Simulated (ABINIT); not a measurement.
An input for ABINIT 10.8.3 (Y2CrH6 (Fm-3m)):

```
acell 3*1.0 Angstrom
rprim 
  0.000000000000 3.499313000000 3.499313000000
  3.499313000000 0.000000000000 3.499313000000
  3.499313000000 3.499313000000 -0.000000000000
ntypat 3
znucl 39 24 1
natom 9
typat 1 1 2 3 3 3 3 3 3
xred 
  0.750000000000 0.750000000000 0.750000000000
  0.250000000000 0.250000000000 0.250000000000
  0.000000000000 0.000000000000 0.000000000000
  0.754389000000 0.754389000000 0.245611000000
  0.245611000000 0.754389000000 0.245611000000
  0.754389000000 0.245611000000 0.245611000000
  0.245611000000 0.245611000000 0.754389000000
  0.754389000000 0.245611000000 0.754389000000
  0.245611000000 0.754389000000 0.754389000000
pp_dirpath "pseudos"
pseudos "Y.upf, Cr.upf, H.upf"
ecut 43
ngkpt 2 2 2
nshiftk 1
shiftk 0 0 0
kptopt 1
chksymbreak 0
iscf -2
irdden 1
istwfk *1
nband 69
nbdbuf 6
tolwfr 1e-09
nstep 60
prtvol 0
indata_prefix "in"
outdata_prefix "out"
tmpdata_prefix "tmp"
```

```sh
OMP_NUM_THREADS=1 mpirun -n 4 abinit run.abi > log
```

Q: Estimate wall time and host memory on 4 MPI ranks of Arm Neoverse N1, shared host.

It took 27 s; on shared hardware allow 14 s to 55 s. Peak host memory was 0.35 GiB.

[Paths, hosts, dates, memory and timing lines, banners, echoed tables and standing remarks are left out of the program output.]

[Logs are printed without paths, hosts, clocks, repeated set-up lines and the standing remarks that a program may print on its own settings, such as how far it seeks lower states.]

[Runs of the session that timed out or met a known fault of the program may be left out.]

[Hosts, paths, dates, database ids (printed as entryN), source tags and the programs' standing remarks are cut or masked in the printed files.]

[G0W0 gaps are taken among the corrected bands and points alone; a level outside them can change the order at an edge.]

[Where Ansatz stands beside ABINIT at settings called matched, ABINIT's density can come from a denser mesh and the files from another edition; pairs whose starting gaps differed by over 0.03 eV were left out, so agreement reads better than it is.]
